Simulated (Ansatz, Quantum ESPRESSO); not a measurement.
**Pt1-xIrx: cell size against composition**

Does the cell follow a straight line between the end members?

Calculated with Ansatz 0.2.0, PBEsol, PAW files of the set soft_1, cutoff 600 eV, Fermi–Dirac smearing 0.05 eV, k-mesh 8×8×8, no spin polarisation, no spin-orbit coupling.

Each composition is one ordered cell of the fcc structure with 8 sites to fill (x is the share of Ir on the Pt sites), chosen so that its near-neighbour pairs are as close to random as the cell allows, with cell and atoms relaxed. The cell at x = 0.125: a = 5.5254 Å, b = 5.5254 Å, c = 5.5254 Å, α = 60.00°, β = 60.00°, γ = 60.00°.

```csv
atom,x,y,z
Pt,0.0000,0.0000,0.5000
Pt,0.0000,0.5000,0.0000
Pt,0.0000,0.5000,0.5000
Pt,0.5000,0.0000,0.0000
Pt,0.5000,0.0000,0.5000
Pt,0.5000,0.5000,0.0000
Pt,0.5000,0.5000,0.5000
Ir,0.0000,0.0000,0.0000
```

```
    x  formula  space group  volume for each atom (Å³)
    0       Pt        Fm-3m                     15.034
0.125    IrPt7        Fm-3m                     14.910
 0.25    IrPt3         Cmmm                     14.781
0.375   Ir3Pt5         R-3m                     14.655
  0.5     IrPt         Imma                     14.532
0.625   Ir5Pt3         R-3m                     14.407
0.875    Ir7Pt        Fm-3m                     14.168
    1       Ir        Fm-3m                     14.056
```

**Question.** Fit the trend and give the value at x = 0.75, a row left out above.

The law is y = (1 − x) y0 + x y1 − b x(1 − x). With w = x(1 − x) and δ the distance of each inner row from the straight line, b = −Σδw/Σw².

| x | w | δ |
| --- | --- | --- |
| 0.125 | 0.1094 | −0.002 |
| 0.25 | 0.1875 | −0.009 |
| 0.375 | 0.2344 | −0.012 |
| 0.5 | 0.2500 | −0.013 |
| 0.625 | 0.2344 | −0.016 |
| 0.875 | 0.1094 | −0.010 |

Σδw = −0.01272 and Σw² = 0.2314, so b = 0.055 Å³. At x = 0.75 the law gives 14.290 Å³. The run itself gives 14.287 Å³, so the estimate misses by 0.003 Å³; the fitted rows themselves lie up to 0.004 Å³ off the law.

At x = 0.5 the bowing term is 0.09 % of the value there, against 6.5 % between the ends, so the straight line holds well.

One small ordered cell stands for each composition, so a random alloy may differ.

The same fit over all rows at other levels or in other programs gives b = 0.061 Å³ with PBEsol (Quantum ESPRESSO, GBRV).

[Logs are printed without paths, hosts, clocks, repeated set-up lines and the standing remarks that a program may print on its own settings, such as how far it seeks lower states.]
